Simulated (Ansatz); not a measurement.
An input for Ansatz 0.2.0 (Bi2Te2Se (R-3m)):

```yaml
crystal:
  lattice:
    - [2.1609687617, 1.2476358963, 10.5855712543]
    - [-2.1609687617, 1.2476358963, 10.5855712543]
    - [0.0, -2.4952717926, 10.5855712543]
  atoms:
    - { symbol: Bi, position: [0.60827876, 0.60827876, 0.60827876] }
    - { symbol: Bi, position: [0.39172124, 0.39172124, 0.39172124] }
    - { symbol: Te, position: [0.21959513, 0.21959513, 0.21959513] }
    - { symbol: Te, position: [0.78040487, 0.78040487, 0.78040487] }
    - { symbol: Se, position: [0.0, 0.0, 0.0] }
kpoints:
  mp_grid: { grid: [6, 6, 6] }
hamiltonian:
  xc: lda
scf:
  occupations: { method: fixed }
dielectric: {}
```

```sh
ansatz run input.yaml --threads 3 --pin off --max-ram 92160MiB --backend cuda --events-out ev --progress --plain --runs-dir out --devices 1 --max-vram 13GiB  # rebuilt from the run's record
```

**Question.** How long will it take on 1 × NVIDIA H100 80GB HBM3 (shared by 6 runs) with 3 threads of AMD EPYC 7R13 (Zen 3), shared host, and how much memory?

It took 1.7 min; on shared hardware allow 52 s to 3.4 min. Peak host memory was 4.5 GiB.

[Paths, hosts, dates, memory and timing lines, banners, echoed tables and standing remarks are left out of the program output.]

[Logs are printed without paths, hosts, clocks, repeated set-up lines and the standing remarks that a program may print on its own settings, such as how far it seeks lower states.]

[Runs of the session that timed out or met a known fault of the program may be left out.]

[Cells called generated may have been cut or substituted from an entry of the Crystallography Open Database or the Materials Project.]

[Hosts, paths, dates, database ids (printed as entryN), source tags and the programs' standing remarks are cut or masked in the printed files.]
